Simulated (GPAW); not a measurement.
## Ballistic transport through a Fe chain with CO on top of one atom, from relaxation to T(E)

Aim: the conductance of a Fe chain with CO on top of one atom after relaxation, and whether geometry, basis or functional moves it most.

Program: GPAW 26.7.0. Level of theory: GPAW LCAO, PAW setups; relaxation of the junction within the symmetry of its start, lead ends held, in the first sound run; inputs show where later runs differ. Results are calculated unless marked as measured.

### Step 1. The structure

The cell holds 15 atoms: 13 Fe, 1 C and 1 O. Cell: a = 9.000 Å, b = 9.000 Å, c = 29.380 Å, α = 90.0°, β = 90.0°, γ = 90.0°. Regions: left lead, 6 atoms (6 Fe); channel, 3 atoms (1 Fe, 1 C and 1 O); right lead, 6 atoms (6 Fe). Vacuum lies along a and b. The structure is stacked along c, and the current runs across the ab planes.

### Step 2. Relaxing the atoms

Transmission follows bond lengths closely, so the atoms between the held lead ends are relaxed first, within whatever symmetry the start has.

run.py reads:

```python
import json
from ase import Atoms
from ase.constraints import FixAtoms
from ase.optimize import BFGS
from gpaw import GPAW, FermiDirac

device = Atoms(
    ['Fe', 'Fe', 'Fe', 'Fe', 'Fe', 'Fe', 'Fe', 'C', 'O', 'Fe', 'Fe', 'Fe', 'Fe', 'Fe', 'Fe'],
    positions=[
        [4.50000, 4.50000, 1.13000],
        [4.50000, 4.50000, 3.39000],
        [4.50000, 4.50000, 5.65000],
        [4.50000, 4.50000, 7.91000],
        [4.50000, 4.50000, 10.17000],
        [4.50000, 4.50000, 12.43000],
        [4.50000, 4.50000, 14.69000],
        [6.10520, 4.50000, 14.69000],
        [7.26520, 4.50000, 14.69000],
        [4.50000, 4.50000, 16.95000],
        [4.50000, 4.50000, 19.21000],
        [4.50000, 4.50000, 21.47000],
        [4.50000, 4.50000, 23.73000],
        [4.50000, 4.50000, 25.99000],
        [4.50000, 4.50000, 28.25000]],
    cell=[[9.0, 0.0, 0.0], [0.0, 9.0, 0.0], [0.0, 0.0, 29.38]],
    pbc=True,
    magmoms=[3.0, 3.0, 3.0, 3.0, 3.0, 3.0, 3.0, 0.0, 0.0, 3.0, 3.0, 3.0, 3.0, 3.0, 3.0])

device.set_constraint(FixAtoms([0, 1, 2, 3, 4, 10, 11, 12, 13, 14]))
device.calc = GPAW(mode='lcao', basis='dzp', xc='PBE', h=0.18,
                   kpts={'size': (1, 1, 3), 'gamma': True},
                   symmetry={'tolerance': 1e-3, 'extra_ids': [1, 1, 1, 1, 1, 0, 0, 0, 0, 0, 1, 1, 1, 1, 1]},
                   occupations=FermiDirac(0.1), maxiter=250,
                   mixer=dict(beta=0.05, nmaxold=8, weight=100.0),
                   convergence=dict(density=0.0001), txt='relax.txt')
path = []
opt = BFGS(device, maxstep=0.15)
opt.attach(lambda: path.append((device.get_potential_energy(), device.positions.tolist(), device.get_forces().tolist())))
relaxed = bool(opt.run(fmax=0.05, steps=50))
json.dump(dict(relaxed=relaxed, path=path, positions=device.positions.tolist(), moments=device.get_magnetic_moments().tolist(),
               forces=device.get_forces(apply_constraint=False).tolist()), open('result.json', 'w'))
```

Started as:

```
OMP_NUM_THREADS=1 OPENBLAS_NUM_THREADS=1 python run.py
```

What it wrote:

```text
Step          Energy          fmax
BFGS:    0      -78.357414        4.422847
BFGS:    1      -78.552011        3.685883
BFGS:    2      -78.622191        1.356635
BFGS:    3      -78.635975        0.228706
BFGS:    4      -78.638597        0.212188
BFGS:    5      -78.644714        0.399262
BFGS:    6      -78.657261        0.811369
BFGS:    7      -78.679438        1.004055
BFGS:    8      -78.731148        1.266169
BFGS:    9      -78.775583        1.329082
BFGS:   10      -78.822334        0.818295
BFGS:   11      -78.842896        0.308347
BFGS:   12      -78.846449        0.138898
BFGS:   13      -78.848308        0.155245
BFGS:   14      -78.851700        0.232929
BFGS:   15      -78.858125        0.314390
BFGS:   16      -78.860038        0.153155
BFGS:   17      -78.861385        0.055560
BFGS:   18      -78.861442        0.032078
```

The job ended after 45 min (1 thread of Arm Neoverse V1, shared host; peak memory 1.6 GiB).

The steps of the relaxation:

| step | energy less that of the first step (eV) | largest force (eV/Å) |
| --- | --- | --- |
| 1 | 0.0000 | 4.4228 |
| 2 | -0.1939 | 3.6859 |
| 3 | -0.2616 | 1.3566 |
| 4 | -0.2761 | 0.2287 |
| 5 | -0.2787 | 0.2122 |
| 6 | -0.2846 | 0.3993 |
| 7 | -0.2958 | 0.8114 |
| 8 | -0.3152 | 1.0041 |
| 9 | -0.3570 | 1.2662 |
| 10 | -0.3969 | 1.3291 |
| 11 | -0.4541 | 0.8183 |
| 12 | -0.4727 | 0.3083 |
| 13 | -0.4767 | 0.1389 |
| 14 | -0.4778 | 0.1552 |
| 15 | -0.4799 | 0.2329 |
| 16 | -0.4843 | 0.3144 |
| 17 | -0.4865 | 0.1532 |
| 18 | -0.4886 | 0.0556 |
| 19 | -0.4887 | 0.0321 |

The atoms that moved most (Å):

```
atom      dx     dy      dz  length
 Fe6   0.444  0.000   0.115   0.458
Fe10   0.444  0.000  -0.115   0.458
 Fe7  -0.347  0.000   0.000   0.347
  C8  -0.223  0.000   0.000   0.223
  O9  -0.165  0.000   0.000   0.165
```

Numbers from this step:

| Item | Value |
| --- | --- |
| sum of the site moments | 38.73 μB |

Site moment by atom:

```
atom  site moment (μB)
 Fe1              3.10
 Fe2              3.09
 Fe3              3.10
 Fe4              3.10
 Fe5              3.10
 Fe6              3.01
 Fe7              1.87
  C8             -0.07
  O9             -0.06
Fe10              3.01
Fe11              3.10
Fe12              3.10
Fe13              3.10
Fe14              3.09
Fe15              3.10
```

The relaxation lowered the energy of the cell by 0.489 eV (energies extrapolated to zero smearing; the optimiser's log prints free energies). The largest force left on a free atom is 0.032 eV/Å.

### Step 3. GPAW, dzp

Localised orbitals split the wire into layers that couple to their neighbours alone, which is what the Green's function method needs; double zeta with polarisation is the usual level for numbers.

This step: GPAW LCAO, PAW setups; Landauer transmission from Green's functions with principal layers (ASE), zero bias (GPAW 26.7.0).

run.py reads:

```python
import json
import numpy as np
from ase import Atoms
from ase.transport.calculators import TransportCalculator
from gpaw import GPAW, FermiDirac
from gpaw.lcao.tools import get_lcao_hamiltonian
from scipy.linalg import eigh

# The junction with lead layers at both ends, along the third cell vector
device = Atoms(
    ['Fe', 'Fe', 'Fe', 'Fe', 'Fe', 'Fe', 'Fe', 'C', 'O', 'Fe', 'Fe', 'Fe', 'Fe', 'Fe', 'Fe'],
    positions=[
        [4.50000, 4.50000, 1.13000],
        [4.50000, 4.50000, 3.39000],
        [4.50000, 4.50000, 5.65000],
        [4.50000, 4.50000, 7.91000],
        [4.50000, 4.50000, 10.17000],
        [4.94354, 4.50000, 12.54486],
        [4.15344, 4.50000, 14.69000],
        [5.88257, 4.50000, 14.69000],
        [7.10053, 4.50000, 14.69000],
        [4.94354, 4.50000, 16.83514],
        [4.50000, 4.50000, 19.21000],
        [4.50000, 4.50000, 21.47000],
        [4.50000, 4.50000, 23.73000],
        [4.50000, 4.50000, 25.99000],
        [4.50000, 4.50000, 28.25000]],
    cell=[[9.0, 0.0, 0.0], [0.0, 9.0, 0.0], [0.0, 0.0, 29.38]],
    pbc=True,
    magmoms=[3.0, 3.0, 3.0, 3.0, 3.0, 3.0, 3.0, 0.0, 0.0, 3.0, 3.0, 3.0, 3.0, 3.0, 3.0])

# One principal layer of the lead: the first 3 atoms of the device
lead = Atoms(
    ['Fe', 'Fe', 'Fe'],
    positions=[
        [4.50000, 4.50000, 1.13000],
        [4.50000, 4.50000, 3.39000],
        [4.50000, 4.50000, 5.65000]],
    cell=[[9.0, 0.0, 0.0], [0.0, 9.0, 0.0], [0.0, 0.0, 6.78]],
    pbc=True,
    magmoms=[3.0, 3.0, 3.0])

settings = dict(mode='lcao', basis='dzp', xc='PBE', h=0.18,
                occupations=FermiDirac(0.1), maxiter=250,
                mixer=dict(beta=0.05, nmaxold=8, weight=100.0),
                convergence=dict(density=0.0001))
energies = np.arange(-2, 2 + 1e-9, 0.025)
eta = 0.0001
n1, n2 = 1, 1
# k and -k transmit alike, so half of the mesh across the current serves
mesh = [(i, j) for i in range(n1) for j in range(n2) if (i, j) <= (-i % n1, -j % n2)]
weights = np.array([1 if (i, j) == (-i % n1, -j % n2) else 2 for i, j in mesh]) / (n1 * n2)

# [... helper functions left out ...]
fermi_lead = ground_state(lead, (1, 1, 17), 'lead.txt')
fermi_device = ground_state(device, (1, 1, 3), 'device.txt')
# [... loop over the mesh left out, but for ...]
        # Shift the lead onto the potential of the device's first layer
        shift = ((H[:, 0, 0] - H0[:, 0, 0]) / S0[0, 0]).real.mean()
# [...]
kT = 8.617333e-5 * 300
bias = [0.1, 0.2, 0.5, 1.0, 1.5, 2.0]
# [... integrals and printing left out ...]
```

What it wrote:

```text
basis functions: device 221, principal layer 45
Fermi level: lead -1.7343 eV, device -1.7299 eV; lead shifted by 0.0045 eV
largest coupling past the next layer 5.77e-05 eV, largest misfit of the first layer 0.130 eV
  E-E_F (eV)   T up        T down      [channel counts left out]
    -2.000    2.4431e+00  4.1735e-02
    -1.975    2.5556e+00  2.7302e-02
    -1.950    2.6197e+00  1.6065e-02
    -1.925    2.6298e+00  7.9190e-03
    -1.900    2.5989e+00  2.7121e-03
    -1.875    2.5480e+00  2.5954e-04
    -1.850    2.4950e+00  3.5522e-04
    -1.825    2.4491e+00  2.7822e-03
    -1.800    2.4123e+00  7.3215e-03
    -1.775    2.3806e+00  1.3759e-02
    -1.750    2.3503e+00  2.1888e-02
    -1.725    2.3149e+00  3.1519e-02
    -1.700    2.2699e+00  4.2473e-02
    -1.675    2.2124e+00  5.4590e-02
    -1.650    2.1421e+00  6.7728e-02
    -1.625    2.0603e+00  8.1760e-02
[...]
1.825    7.5536e-01  1.4358e+00
     1.850    7.4608e-01  1.3772e+00
     1.875    7.3671e-01  1.2354e+00
     1.900    7.2725e-01  8.5881e-01
     1.925    7.1773e-01  2.4340e-03
     1.950    7.0813e-01  2.2182e-01
     1.975    6.9848e-01  4.6985e-01
     2.000    6.8877e-01  5.9445e-01
conductance at 300 K: 1.3824 G0 a cell; thermopower -5.134 uV/K
current from the zero-bias T(E) at 0.1 V: 10.853 uA
current from the zero-bias T(E) at 0.2 V: 22.383 uA
current from the zero-bias T(E) at 0.5 V: 60.552 uA
current from the zero-bias T(E) at 1.0 V: 129.58 uA
current from the zero-bias T(E) at 1.5 V: 191.46 uA
current from the zero-bias T(E) at 2.0 V: 244.77 uA
```

Elapsed: 8.6 min, on 1 thread; peak memory 1.7 GiB.

This step gave:

| Quantity | Value |
| --- | --- |
| conductance | 1.382 G₀ |
| largest coupling past the next principal layer | 5.77e-5 eV |
| largest misfit of the first principal layer | 0.1298 eV |
| shift that aligns the lead | 0.004529 eV |
| basis functions of the junction | 221 |
| basis functions of a principal layer | 45 |
| transmission at the Fermi level, spin up | 0.9790 |
| transmission at the Fermi level, spin down | 1.623 |

Each spin. Transmission, zone mean against energy, zero at the Fermi level:

| energy (eV) | T, spin up | T, spin down |
| --- | --- | --- |
| -2.000 | 2.44 | 0.0417 |
| -1.925 | 2.63 | 0.00792 |
| -1.900 | 2.60 | 0.00271 |
| -1.800 | 2.41 | 0.00732 |
| -1.700 | 2.27 | 0.0425 |
| -1.600 | 1.97 | 0.0966 |
| -1.500 | 1.57 | 0.162 |
| -1.400 | 1.26 | 0.235 |
| -1.300 | 1.20 | 0.318 |
| -1.200 | 1.34 | 0.480 |
| -1.125 | 1.78 | 0.616 |
| -1.100 | 0.953 | 0.669 |
| -1.000 | 0.994 | 1.09 |
| -0.900 | 0.999 | 1.87 |
| -0.800 | 0.995 | 1.66 |
| -0.700 | 0.990 | 1.59 |
| -0.600 | 0.985 | 1.90 |
| -0.500 | 0.842 | 2.15 |
| -0.400 | 0.979 | 2.09 |
| -0.300 | 0.977 | 1.97 |
| -0.200 | 0.977 | 1.88 |
| -0.100 | 0.977 | 1.80 |
| 0.000 | 0.979 | 1.62 |
| 0.100 | 0.981 | 2.44 |
| 0.200 | 0.984 | 2.99 |
| 0.300 | 0.987 | 3.15 |
| 0.400 | 0.990 | 3.22 |
| 0.425 | 0.991 | 3.38 |
| 0.500 | 0.992 | 2.86 |
| 0.600 | 0.991 | 2.63 |
| 0.700 | 0.950 | 2.67 |
| 0.800 | 0.910 | 2.30 |
| 0.900 | 0.967 | 1.92 |
| 0.925 | 0.967 | 1.86 |
| 1.000 | 0.964 | 1.75 |
| 1.100 | 0.953 | 1.75 |
| 1.200 | 0.937 | 1.86 |
| 1.300 | 0.917 | 1.91 |
| 1.400 | 0.892 | 1.71 |
| 1.500 | 0.865 | 1.42 |
| 1.600 | 0.834 | 1.28 |
| 1.700 | 0.800 | 1.35 |
| 1.800 | 0.765 | 1.45 |
| 1.900 | 0.727 | 0.859 |
| 2.000 | 0.689 | 0.594 |

Not self-consistent under bias; the bias window is split evenly. The current through one cell, from the zero-bias transmission by bias:

```
bias (V)  current through one cell, from the zero-bias transmission (μA)
   0.100                                                            10.9
   0.200                                                            22.4
   0.500                                                            60.6
   1.000                                                             130
   1.500                                                             191
   2.000                                                             245
```

Transmission of the three most open eigenchannels against energy, zero at the Fermi level:

| energy (eV) | channel 1 up | channel 2 up | channel 3 up | channel 1 down | channel 2 down | channel 3 down |
| --- | --- | --- | --- | --- | --- | --- |
| -2.0000 | 0.886 | 0.882 | 0.567 | 0.0417 | 0 | 0 |
| -1.7500 | 0.977 | 0.878 | 0.407 | 0.0219 | 0 | 0 |
| -1.5000 | 0.756 | 0.554 | 0.198 | 0.162 | 0 | 0 |
| -1.2500 | 0.948 | 0.260 | 0.0237 | 0.389 | 0.00921 | 2.6e-5 |
| -1.0000 | 0.994 | 5.1e-12 | 0 | 0.725 | 0.359 | 0.00760 |
| -0.7500 | 0.993 | 0 | 0 | 0.923 | 0.427 | 0.215 |
| -0.5000 | 0.842 | 0 | 0 | 0.994 | 0.982 | 0.171 |
| -0.2500 | 0.977 | 0 | 0 | 0.946 | 0.824 | 0.141 |
| 0.0000 | 0.979 | 0 | 0 | 0.909 | 0.493 | 0.208 |
| 0.2500 | 0.986 | 0 | 0 | 0.933 | 0.783 | 0.722 |
| 0.5000 | 0.992 | 0 | 0 | 0.989 | 0.934 | 0.576 |
| 0.7500 | 4.1e-4 | 1.2e-10 | 0 | 0.993 | 0.828 | 0.312 |
| 1.0000 | 0.964 | 0 | 0 | 0.826 | 0.567 | 0.205 |
| 1.2500 | 0.927 | 0 | 0 | 0.984 | 0.745 | 0.153 |
| 1.5000 | 0.865 | 0 | 0 | 0.784 | 0.459 | 0.179 |
| 1.7500 | 0.783 | 0 | 0 | 0.840 | 0.486 | 0.0854 |
| 2.0000 | 0.689 | 0 | 0 | 0.594 | 8.0e-10 | 1.4e-11 |

Couplings past the next layer reach 5.8e-5 eV, small enough to drop; the matrix elements of the cell's first layer differ from the bulk lead's by up to 0.13 eV. That layer keeps its own values in the calculation, and only beyond it is the lead taken as perfect. The Fermi levels of lead and junction count from different zeros of potential, one for each periodic cell; with both set to zero, the small remaining shift is what aligns them. By hand: G = 1.382 × 77.48 μS = 107 μS, a resistance of 9.34 kΩ; at 0.1 V a linear junction would pass 10.7 μA, and the integral over the bias window gives 10.9 μA.

### Step 4. GPAW, szp: basis = "szp(dzp)"

One radial function a shell plus polarisation makes the matrices smaller; the question is what that costs.

Changes to run.py since step 3:

```diff
@@ -42,3 +42,3 @@
 
-settings = dict(mode='lcao', basis='dzp', xc='PBE', h=0.18,
+settings = dict(mode='lcao', basis='szp(dzp)', xc='PBE', h=0.18,
                 occupations=FermiDirac(0.1), maxiter=250,
```

What it wrote:

```text
basis functions: device 135, principal layer 27
Fermi level: lead -0.0826 eV, device -0.2173 eV; lead shifted by 0.0074 eV
largest coupling past the next layer 5.85e-05 eV, largest misfit of the first layer 0.057 eV
  E-E_F (eV)   T up        T down      [channel counts left out]
    -2.000    2.4700e+00  3.4534e-06
    -1.975    2.3696e+00  3.1349e-03
    -1.950    2.2539e+00  1.1536e-02
    -1.925    2.1344e+00  2.4319e-02
    -1.900    2.0371e+00  4.0622e-02
    -1.875    1.9537e+00  5.9655e-02
    -1.850    1.8821e+00  8.0721e-02
    -1.825    1.8193e+00  1.0322e-01
    -1.800    1.7626e+00  1.2667e-01
    -1.775    1.7099e+00  1.5066e-01
    -1.750    1.6596e+00  1.7487e-01
    -1.725    1.6105e+00  1.9905e-01
    -1.700    1.5614e+00  2.2302e-01
    -1.675    1.5114e+00  2.4663e-01
    -1.650    1.4595e+00  2.6979e-01
    -1.625    1.4047e+00  2.9241e-01
[...]
1.825    7.6508e-01  1.5605e+00
     1.850    7.5474e-01  1.5898e+00
     1.875    7.4421e-01  1.6010e+00
     1.900    7.3349e-01  1.5870e+00
     1.925    7.2260e-01  1.5404e+00
     1.950    7.1155e-01  1.4536e+00
     1.975    7.0033e-01  1.3163e+00
     2.000    6.8897e-01  1.1097e+00
conductance at 300 K: 1.4681 G0 a cell; thermopower -1.778 uV/K
current from the zero-bias T(E) at 0.1 V: 11.392 uA
current from the zero-bias T(E) at 0.2 V: 22.928 uA
current from the zero-bias T(E) at 0.5 V: 61.487 uA
current from the zero-bias T(E) at 1.0 V: 128.56 uA
current from the zero-bias T(E) at 1.5 V: 189.38 uA
current from the zero-bias T(E) at 2.0 V: 234.63 uA
```

Wall time 3.5 min (1 thread); peak memory 1.7 GiB.

Numbers from this step:

* conductance: 1.468 G₀
* largest coupling past the next principal layer: 5.85e-5 eV
* largest misfit of the first principal layer: 0.05726 eV
* shift that aligns the lead: 0.007360 eV
* basis functions of the junction: 135
* basis functions of a principal layer: 27
* transmission at the Fermi level, spin up: 0.9913
* transmission at the Fermi level, spin down: 1.937

Each spin. Transmission, zone mean against energy, zero at the Fermi level:

```
energy (eV)  T, spin up  T, spin down
     -2.000        2.47        3.5e-6
     -1.900        2.04        0.0406
     -1.800        1.76         0.127
     -1.700        1.56         0.223
     -1.600        1.35         0.314
     -1.500        1.06         0.397
     -1.400       0.803         0.469
     -1.300       0.975         0.533
     -1.200        1.06         0.591
     -1.100        1.27         0.680
     -1.075        1.73         0.716
     -1.000       0.892         0.785
     -0.900       0.944         0.883
     -0.800       0.975          1.12
     -0.700       0.992          1.98
     -0.600       0.998          2.25
     -0.525       0.999          2.20
     -0.500       0.999          2.17
     -0.400       0.997          2.08
     -0.300       0.994          2.06
     -0.200       0.992          1.98
     -0.100       0.991          1.92
      0.000       0.991          1.94
      0.100       0.992          2.00
      0.200       0.994          3.10
      0.300       0.996          3.12
      0.375       0.997          3.19
      0.400       0.998          3.07
      0.500       0.999          2.20
      0.600       0.998          2.41
      0.700       0.995          2.15
      0.800       0.992          1.82
      0.900       0.986          1.67
      1.000       0.977          1.58
      1.100       0.965          1.61
      1.200       0.949          1.68
      1.300       0.930          1.78
      1.400       0.907          1.74
      1.500       0.880          1.51
      1.600       0.849          1.34
      1.700       0.814          1.36
      1.800       0.775          1.52
      1.900       0.733          1.59
      2.000       0.689          1.11
```

Not self-consistent under bias; the bias window is split evenly. Current through one cell, from the zero-bias transmission against bias:

| bias (V) | current through one cell, from the zero-bias transmission (μA) |
| --- | --- |
| 0.100 | 11.4 |
| 0.200 | 22.9 |
| 0.500 | 61.5 |
| 1.000 | 129 |
| 1.500 | 189 |
| 2.000 | 235 |

Transmission of the three most open eigenchannels against energy, zero at the Fermi level:

```csv
energy (eV),channel 1 up,channel 2 up,channel 3 up,channel 1 down,channel 2 down,channel 3 down
-2.000,0.944,0.891,0.586,3.5e-6,0,0
-1.800,0.930,0.517,0.279,0.127,0,0
-1.600,0.757,0.421,0.143,0.314,0,0
-1.400,0.638,0.121,0.0443,0.469,0,0
-1.200,0.891,0.169,7.1e-4,0.591,0,0
-1.000,0.892,1.0e-10,0,0.759,0.0178,0.00912
-0.800,0.975,0,0,0.843,0.161,0.113
-0.600,0.998,0,0,0.914,0.707,0.623
-0.400,0.997,0,0,0.997,0.928,0.138
-0.200,0.992,0,0,0.994,0.873,0.0937
0.000,0.991,0,0,0.988,0.800,0.128
0.200,0.994,0,0,0.989,0.958,0.910
0.400,0.998,0,0,0.993,0.927,0.806
0.600,0.998,0,0,0.947,0.789,0.456
0.800,0.992,0,0,0.949,0.693,0.0935
1.000,0.977,0,0,0.862,0.685,0.0374
1.200,0.949,0,0,0.836,0.796,0.0461
1.400,0.907,0,0,0.954,0.729,0.0613
1.600,0.849,0,0,0.759,0.430,0.146
1.800,0.775,0,0,0.898,0.460,0.162
2.000,0.689,0,0,0.687,0.403,0.0202
```

Site moment by atom:

```csv
atom,site moment (μB)
Fe1,3.19
Fe2,3.19
Fe3,3.19
Fe4,3.19
Fe5,3.21
Fe6,3.11
Fe7,1.77
C8,-0.09
O9,-0.08
Fe10,3.11
Fe11,3.21
Fe12,3.19
Fe13,3.19
Fe14,3.19
Fe15,3.19
```

The conductance, 1.47 G₀, lies 6.2 % above that of the dzp run.

### Step 5. Minimal basis

One function for each valence shell of the setup, as for a first survey of a large system.

Changes to run.py since step 4:

```diff
@@ -42,3 +42,3 @@
 
-settings = dict(mode='lcao', basis='szp(dzp)', xc='PBE', h=0.18,
+settings = dict(mode='lcao', basis='sz(dzp)', xc='PBE', h=0.18,
                 occupations=FermiDirac(0.1), maxiter=250,
```

What it wrote:

```text
basis functions: device 86, principal layer 18
Fermi level: lead 0.2384 eV, device 0.0248 eV; lead shifted by 0.0221 eV
largest coupling past the next layer 5.86e-05 eV, largest misfit of the first layer 0.072 eV
  E-E_F (eV)   T up        T down      [channel counts left out]
    -2.000    2.3067e+00  1.0241e-01
    -1.975    2.1863e+00  5.7134e-02
    -1.950    2.0510e+00  2.5047e-02
[...]
1.975    7.7449e-01  7.0648e-01
     2.000    7.6886e-01  6.2342e-01
conductance at 300 K: 1.5256 G0 a cell; thermopower -2.057 uV/K
current from the zero-bias T(E) at 0.1 V: 11.849 uA
current from the zero-bias T(E) at 0.2 V: 23.934 uA
current from the zero-bias T(E) at 0.5 V: 64.02 uA
current from the zero-bias T(E) at 1.0 V: 130.12 uA
current from the zero-bias T(E) at 1.5 V: 190.61 uA
current from the zero-bias T(E) at 2.0 V: 236.27 uA
```

Wall time 2.7 min (1 thread); peak memory 1.7 GiB.

This step gave:

```yaml
conductance: 1.526 G₀
largest_coupling_past_the_next_principal_layer: 5.86e-5 eV
largest_misfit_of_the_first_principal_layer: 0.07231 eV
shift_that_aligns_the_lead: 0.02212 eV
basis_functions_of_the_junction: 86
basis_functions_of_a_principal_layer: 18
transmission_at_the_fermi_level_spin_up: 0.9899
transmission_at_the_fermi_level_spin_down: 2.048
```

The conductance, 1.53 G₀, lies 10 % above that of the dzp run.

[end of part 1 of 2]

[Logs are printed without paths, hosts, clocks, repeated set-up lines and the standing remarks that a program may print on its own settings, such as how far it seeks lower states.]

[Hosts, paths, dates, database ids (printed as entryN), source tags and the programs' standing remarks are cut or masked in the printed files.]
